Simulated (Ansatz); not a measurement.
# MgO (Periclase, Fm-3m): from the cell to its phonons, part 3 of 3

Task: relax MgO (Periclase, Fm-3m), then find its harmonic phonons.

Ansatz 0.2.0; DFT LDA, scalar-relativistic, plane waves, PAW.

So far. Step 3 (Tight relaxation): The forces vanish by symmetry and the pressure is -0.007 GPa, within the tolerances set. The cell now holds 8.99 Å³/atom. Step 4 (Linear response at the zone centre): Before it was imposed, the acoustic sum rule was missed by 5.4e-5 eV/Å² and the charge sum rule by 4.8e-4 e. Small misses are needed for a sound result but don't prove that mesh and cutoff are converged. The lowest optical mode is real, 408 cm⁻¹. The relaxed cell has a = 4.159 Å (conventional setting).

The database entry behind the starting cell differs from later determinations by our own check (about 0.1 % long), so it need not match the best structure at ambient conditions.

### Step 5. Phonons on a q mesh

Stability and thermal properties need the whole zone. Linear response on a 4×4×4 q mesh gives force constants as far as a supercell of that size would, and the tensors from the zone-centre run are typed in so that the long-range dipole term is interpolated apart.

input.yaml

```yaml
crystal:
  lattice:
    - [0.0, 2.079589901, 2.079589901]
    - [2.079589901, 0.0, 2.079589901]
    - [2.079589901, 2.079589901, 0.0]
  atoms:
    - { symbol: Mg, position: [0.0, 0.0, 0.0] }
    - { symbol: O, position: [0.5, 0.5, 0.5] }
kpoints:
  mp_grid: { grid: [8, 8, 8] }
hamiltonian:
  xc: lda
scf:
  occupations: { method: fixed }
output:
  eigenvalues: true
phonons:
  method: dfpt
  qmesh: [4, 4, 4]
  temperatures: { t_max: 1000, t_step: 50 }
  qpath:
    path:
      - [[0.0, 0.0, 0.0], [0.5, 0.0, 0.5], [0.625, 0.25, 0.625]]
      - [[0.375, 0.375, 0.75], [0.0, 0.0, 0.0], [0.5, 0.5, 0.5], [0.5, 0.25, 0.75], [0.5, 0.0, 0.5]]
    npoints: 10
  non_analytic_term:
    high_frequency_dielectric_tensor: [[3.1831, 0.0, 0.0], [0.0, 3.1831, 0.0], [0.0, 0.0, 3.1831]]
    born_effective_charges:
      - { species: Mg, tensor: [[1.9668, 0.0, 0.0], [0.0, 1.9668, 0.0], [0.0, 0.0, 1.9668]] }
      - { species: O, tensor: [[-1.9668, 0.0, 0.0], [0.0, -1.9668, 0.0], [0.0, 0.0, -1.9668]] }
    source: "zone-centre run at this cell"
```

Command:

```sh
$ ansatz run input.yaml --threads 4 --pin off --max-ram 7168MiB --backend cpu --events-out ev --progress --plain --runs-dir out
```

Numbers of over 12 decimals in the logs are rounded to 6 here.

The log of the run:

```text
[...]
Crystal: 2 atoms, lattice volume = 17.987 Å³
Basis set: ecut = 420 eV, 339 PW (Γ), exchange–correlation on 40×40×40 points (8 copies of the dense FFT grid, shifted against one another)
Bands: 12, of which v1, the nominal top of the filled ones, is band 8 counted from 1 (7 counted from 0)
Symmetry: 48 space group operations
k-points: 29 of 512
[...]
SCF iter   1: F=—  HF=-2460.083324 eV  |F-HF|=—  |Δ(HF+E_count)|=         —  Δρ=1.80e-2  dr2=4.58e-2  ethr=1.77e-3  ⟨swp⟩=4.7  Hψ=1833  notcnv=0  defer=47
[...]
SCF iter   7: F=-2460.065497 eV  HF=-2460.065497 eV  |F-HF|=4.55e-13  |Δ(HF+E_count)|=  4.96e-11  Δρ=6.36e-8  dr2=4.14e-13  ethr=1.00e-12  ⟨swp⟩=5.0  Hψ=1790  notcnv=0
SCF 1 converged in 7 iterations: F = -2460.065497 eV  dr2 = 4.14e-13
[...]
NSCF: frozen V_eff on 29 k-points
[...]
DFPT response loops at q = (0, 0, 0) (fractional): preconditioner auto → none (the input reference at scf.mixing.eps_inf says where Resta's filter doesn't serve); β = 0.50; Broyden in place of MSR1
[...]
SCF converged after 7 iterations
Free energy (F): -2460.065497 eV
[...]
Internal energy: -2460.065497 eV  (E = F + TS)
E sigma→0 (E₀):  -2460.065497 eV
Fermi energy:    8.240622 eV
[...]
--- Band table (eV; the first three rows and the last of 29) ---
  k-point 0: bands = [... 4 lower, -8.9620, 8.2406, 8.2406, 8.2406, 13.2752, 23.9944, 23.9944, 23.9944]
  k-point 1: bands = [... 4 lower, -8.7744, 7.2639, 8.1293, 8.1293, 14.1752, 22.3273, 24.3718, 24.3718]
  k-point 2: bands = [... 4 lower, -8.2850, 5.4804, 7.8720, 7.8720, 15.5727, 20.8424, 24.9255, 24.9255]
  k-point 28: bands = [... 4 lower, -7.1551, 5.1349, 5.1349, 6.3662, 19.9523, 19.9523, 20.5818, 24.0026]
--- Phonons (Γ-DFPT): 2 representative perturbations + reference (Σ response iterations 6) ---
  ASR residual: 5.266e-5 → 0.000e0 eV/Å²; symmetrization residual: 1.919e-6 eV/Å²
  ASR residual per site (eV/Å²): 1.16e-5 5.27e-5
  Γ frequencies (cm⁻¹): 0.00 0.00 0.00 408.44 408.44 408.44
--- Phonons (arbitrary-q DFPT): 8 irreducible q on the 4×4×4 mesh ---
  q = [0.0000, 0.0000, 0.0000] (star 1, of the zone-centre solve; hermiticity 6.48e-7, symmetrization 8.80e-13): 0.00 0.00 0.00 408.44 408.44 408.44
  q = [0.0000, 0.0000, 0.2500] (star 8, 2 solved perturbations on 288 of 512 k-point pairs; hermiticity 2.33e-7, symmetrization 1.17e-7): 187.40 187.40 329.72 398.06 398.06 681.12
[...]
q = [0.0000, 0.2500, 0.2500] (star 6, 4 solved perturbations in 528 linear systems a pass and spin channel, the states on 164 of 512 k-point pairs; hermiticity 1.60e-7, symmetrization 1.01e-8): 218.65 218.65 334.86 432.37 432.37 624.92
[...]
sum rule: each row above includes the acoustic sum rule's correction from the zone centre's row sums; it moved no ω² by more than (0.95 cm⁻¹)²
  mesh force constants: q→R imaginary residual 2.13e-18; ASR residual 5.266e-5 → 0.000e0 eV/Å²; symmetrization residual 7.105e-15 eV/Å²
  interpolated dispersion: 63 rows × 6 modes
  density of states and harmonic sums: on the 28×28×28 q-mesh, interpolated from the force constants of a 4×4×4 supercell (with the dipole–dipole term of supplied tensors)
  largest difference from the sums on the solved wave vectors: F 7.67e-3 eV, S 1.18e-5 and C_V 3.95e-6 eV/K
  zero-point energy: 0.150132 eV/cell   skipped modes (ω ≤ 0): 3   left out of the sums: 2.28e-5 of the cell's modes: C_V's classical limit lies that fraction below 3 k_B per atom; for a crystal, a wire or a layer, F and S can be off by more, and a phonons.interpolated_qmesh denser along its periods is the remedy for the sampling
```

Wall time 48 s (4 threads of Arm Neoverse N1, shared host); peak memory 0.51 GiB; 2.4 min of CPU time.

This step gave:

```yaml
sum_rule_residual_before_enforcement: 5.27e-5 eV/Å²
lowest_frequency_on_the_path: 0 cm⁻¹
highest_frequency_on_the_path_or_at_a_solved_wavevector: 715.1 cm⁻¹
mean_frequency: 403.6 cm⁻¹
debye_temperature_second_moment: 780 K
logarithmic_mean_frequency: 385.3 cm⁻¹
lowest_mode_on_the_q_mesh_acoustic_modes_at_gamma_apart: 187.4 cm⁻¹
zero_point_energy_per_atom: 75.07 meV
heat_capacity_at_300_k: 18.29 J/(mol atoms K)
vibrational_entropy_at_300_k: 13.37 J/(mol atoms K)
```

Frequencies (cm⁻¹) solved at each irreducible wavevector; negative means imaginary. Frequencies by wavevector, by row:

```
q in reciprocal lattice units  star  mode 1  mode 2  mode 3  mode 4  mode 5  mode 6
                        0 0 0     1       0       0       0   408.4   408.4   408.4
                     0 0 0.25     8   187.4   187.4   329.7   398.1   398.1   681.1
                     0 0 -0.5     4   284.2   284.2   370.3   370.3   551.5     575
                  0 0.25 0.25     6   218.7   218.7   334.9   432.4   432.4   624.9
                  0 0.25 -0.5    24   284.8   335.4   420.4   446.4   454.6   560.8
                 0 0.25 -0.25    12   274.7   323.6   379.4   419.4   468.7   591.9
                  0 -0.5 -0.5     3   292.2   292.2     432   457.3   457.3   553.3
              0.25 -0.5 -0.25     6   352.9   381.5   381.5   448.8   506.4   506.4
```

Interpolated from a 4×4×4 q mesh, with the LO-TO term (at Γ the limit along the path; where Γ stands inside the path, tables give the limit on arrival). The phonon branches at the labelled points (cm⁻¹):

```
    point  branch 1  branch 2  branch 3  branch 4  branch 5  branch 6
        Γ         0         0         0       408       408       715
  halfway       219       219       335       432       432       625
        X       292       292       432       457       457       553
  halfway       294       324       426       449       470       547
        U       300       391       406       426       498       529
jump to K       300       391       406       426       498       529
  halfway       221       258       357       382       442       645
        Γ         0         0         0       408       408       715
  halfway       187       187       330       398       398       681
        L       284       284       370       370       552       575
  halfway       301       335       401       449       485       551
        W       353       382       382       449       506       506
  halfway       322       325       420       455       471       541
        X       292       292       432       457       457       553
```

The phonon branches as a text plot (rows in cm⁻¹):

```
    700 |***                      **********
    670 |   *                    *          **
    641 |    **                 *             *
    611 |      **              *               **
    581 |        *           **                  ****
    551 |         *******   *                    *** ***      ***
    521 |                ***                    *   *   ** ***
    492 |               *** *                  *     ** *****
    462 |         ******     ***                      **  *******
    432 |   ******************* ****          *      *  **    ***
    402 |***     *       ****  * *************     ***** * ***
    372 |       *        *  *****            ********   ****
    343 |      *        *    ** *           *         ** *****
    313 |              * ****  * *                  *****     **
    283 |    **   *******    **            *    ******          *
    253 |       **             ** **          **
    223 |   *  *                **           *
    194 |    **                  *        * *
    164 |  *                      ***      *
    134 |   *                     **     **
    104 |  *                        *
     74 | *                          *  **
     45 | *                          *  *
     15 |*                            **
         Γ           X  U|K            Γ         L        W     X
```

Tetrahedra on a 28×28×28 mesh, mean over bins of 10 cm-1. Interpolated from a 4×4×4 q mesh. Phonon density of states against wavenumber; read off at these points:

wavenumber (cm⁻¹), phonon density of states (1/cm⁻¹/cell) and a bar:
```
        5     0.0000 
       25     0.0000 
       55     0.0002 
       75     0.0003 
      105     0.0007 #
      125     0.0011 #
      155     0.0018 ##
      175     0.0025 ##
      205     0.0040 ###
      225     0.0054 #####
      245     0.0075 ######
      275     0.0142 ############
      295     0.0253 ######################
      325     0.0120 ##########
      345     0.0092 ########
      375     0.0136 ############
      395     0.0234 ####################
      415     0.0351 ##############################
      425     0.0346 ##############################
      445     0.0275 ########################
      475     0.0138 ############
      495     0.0087 #######
      515     0.0033 ###
      545     0.0115 ##########
      565     0.0085 #######
      595     0.0054 #####
      615     0.0044 ####
      645     0.0034 ###
      665     0.0028 ##
      695     0.0017 #
      715     0.0002
```

The partial phonon density of states has structure finer than the step of the table below, so its rows give means over 25 cm⁻¹, whole bins alone (the curve runs from -10 to 745 cm⁻¹). Peaks (cm⁻¹: height): Mg 294.0: 0.0213, 422.3: 0.0172; O 417.5: 0.0191, 550.5: 0.0107.

Phonopy on the run's constants, 21x21x21 mesh, Gaussian sigma 5.4 cm-1. Interpolated from a 4×4×4 q mesh. The partial phonon density of states by wavenumber; means over each step; values in 1/cm⁻¹/cell:

```
wavenumber (cm⁻¹)       Mg        O
               25   1.7e-5   1.0e-5
               50   8.4e-5   5.6e-5
               75   2.4e-4   1.5e-4
              100   4.0e-4   2.4e-4
              125   6.6e-4   3.9e-4
              150  0.00107   5.9e-4
              175  0.00175   8.8e-4
              200  0.00257  0.00113
              225  0.00401  0.00147
              250  0.00652  0.00181
              275   0.0131  0.00217
              300   0.0193  0.00219
              325   0.0110  0.00123
              350  0.00776   9.9e-4
              375  0.00618  0.00830
              400  0.00833   0.0176
              425   0.0154   0.0182
              450  0.00792   0.0151
              475  0.00325  0.00970
              500  0.00192  0.00505
              525   9.8e-4  0.00563
              550   7.3e-4  0.00991
              575  0.00121  0.00625
              600  0.00144  0.00371
              625  0.00137  0.00267
              650  0.00122  0.00206
              675   9.5e-4  0.00150
              700   5.4e-4   8.3e-4
              725   4.2e-5   6.3e-5
```

Second derivatives of the energy by pair, one row for each kind of neighbour of each atom listed. Each entry sums the pair over the periodic images of the supercell that the q mesh stands for, and in a polar crystal it holds the long-range dipole part too. Force constants by pair, by row:

```csv
atom,neighbour,distance (Å),third of the trace (eV/Å²),along the pair's line (eV/Å²)
Mg1,itself,0,12.32,–
Mg1,O,2.08,-1.505,-1.645
Mg1,Mg,2.941,-0.1849,-2.251
Mg1,O,3.602,-0.0289,0.6295
Mg1,Mg,4.159,-0.2621,-0.8089
Mg1,O,4.65,0.0727,0.4338
Mg1,Mg,5.094,-0.047,-0.3024
Mg1,Mg,5.882,-0.0058,-0.3089
Mg1,O,6.239,0.0762,0.146
O2,itself,0,12.52,–
O2,Mg,2.08,-1.505,-1.645
O2,O,2.941,-0.3135,-1.834
O2,Mg,3.602,-0.0289,0.6295
O2,O,4.159,-0.015,-0.3632
O2,Mg,4.65,0.0727,0.4338
O2,O,5.094,-0.0505,-0.2811
O2,O,5.882,-0.1362,-0.5196
O2,Mg,6.239,0.0511,0.1979
```

Harmonic thermodynamic functions per atom, from the density of states. Interpolated from a 4×4×4 q mesh. Thermodynamic functions, by row:

```
T (K)  F_vib (meV/atom)  S (J/mol-atom/K)  C_V (J/mol-atom/K)
    0             75.07                 0                   0
   50             75.05             0.114               0.407
  100             74.77             1.245               3.832
  200             70.76             6.936               13.15
  300             60.19             13.37               18.29
  400             43.33             19.01               20.82
  500             21.07             23.82               22.17
  600              -5.8             27.94               22.97
  700            -36.65             31.52               23.47
  800            -70.99             34.67                23.8
  900            -108.4             37.49               24.03
 1000            -148.6             40.03                24.2
```

Harmonic mean-square displacement, third of the trace. Interpolated from a 4×4×4 q mesh. Mean square displacements, by row:

| T (K) | Mg1 U_eq (Å²) | O2 U_eq (Å²) |
| --- | --- | --- |
| 0 | 0.00215 | 0.00254 |
| 100 | 0.0023 | 0.00265 |
| 300 | 0.00376 | 0.00381 |
| 600 | 0.00674 | 0.00647 |

Symmetry leaves 8 wavevectors to solve. The lowest mode among them, the acoustic zeros apart, lies at q = (0, 0, 0.25) and is real, 187 cm⁻¹.

### Step 6. Summary of results

- space group after relaxation (within 0.01 Å): Fm-3m
- volume per atom: 8.99 Å³
- gap on the k-mesh: 5.03 eV
- highest optical mode at the zone centre (no LO-TO term): 408 cm⁻¹
- top of the zone-centre spectrum with the field: 715 cm⁻¹
- lowest optical zone-centre mode: 408 cm⁻¹
- mean high-frequency dielectric constant: 3.18
- mean static dielectric constant: 9.76
- largest Born charge (third of the trace): 1.97 e
- lowest mode on the q mesh (acoustic modes at Γ apart): 187 cm⁻¹
- highest frequency on the path or at a solved wavevector: 715 cm⁻¹
- zero-point energy per atom: 75.1 meV
- heat capacity at 300 K: 18.3 J/(mol atoms K)
- vibrational entropy at 300 K: 13.4 J/(mol atoms K)
- Debye temperature (second moment): 780 K
- imaginary modes on the 4×4×4 q mesh: none

**Reading.** The structure is a minimum as far as tested: no mode is imaginary at the 8 irreducible wavevectors of the 4×4×4 mesh, and the softest away from the acoustic zeros lies at 187 cm⁻¹. Without the field, the optical modes at Γ form one degenerate level at 408 cm⁻¹. With the macroscopic field of the longitudinal modes the top of the zone-centre spectrum lies at 715 cm⁻¹, against 408 cm⁻¹ without it. Lattice motion raises the mean dielectric constant from 3.183 to 9.758. The strongest infrared line is at 408 cm⁻¹. No mode is Raman active to first order. These are harmonic frequencies at zero temperature: anharmonic shifts, linewidths and thermal expansion are left out.

Calculation against experiment:

```
                                      quantity  measured         LDA, PAW
                        lattice constant a (Å)     4.212   4.159 (-1.3 %)
                     band gap (least gap) (eV)      7.83  5.03 (-2.80 eV)
                       ε∞ (mean of the tensor)      2.95    3.18 (+7.9 %)
infrared mode, TO phonon at Gamma (T1u) (cm⁻¹)     396.5     408 (+3.0 %)
```

Measured values from pmc:4977526 (2016), arxiv:0908.1581 (2009) and arxiv:0704.2267 (2007).

Verdict: The lattice constant a is off by -1.3 %: fair agreement. The band gap is off by -2.80 eV: a clear miss. Local and semilocal functionals usually give gaps below the measured ones. Zero-point and thermal motion shift the measured gap. The ε∞ is off by +7.9 %: fair agreement. The infrared mode is off by +3.0 %: fair agreement. The grades are ours: good and fair within 0.7 and 1.5 % for the lattice constant a, 7 and 18 % for the ε∞ and 3 and 7 % for the infrared mode. For lattice constants and infrared mode the calculation has a static lattice, without zero-point motion or thermal expansion (measured at up to 295 K).

[Logs are printed without paths, hosts, clocks, repeated set-up lines and the standing remarks that a program may print on its own settings, such as how far it seeks lower states.]

[Hosts, paths, dates, database ids (printed as entryN), source tags and the programs' standing remarks are cut or masked in the printed files.]
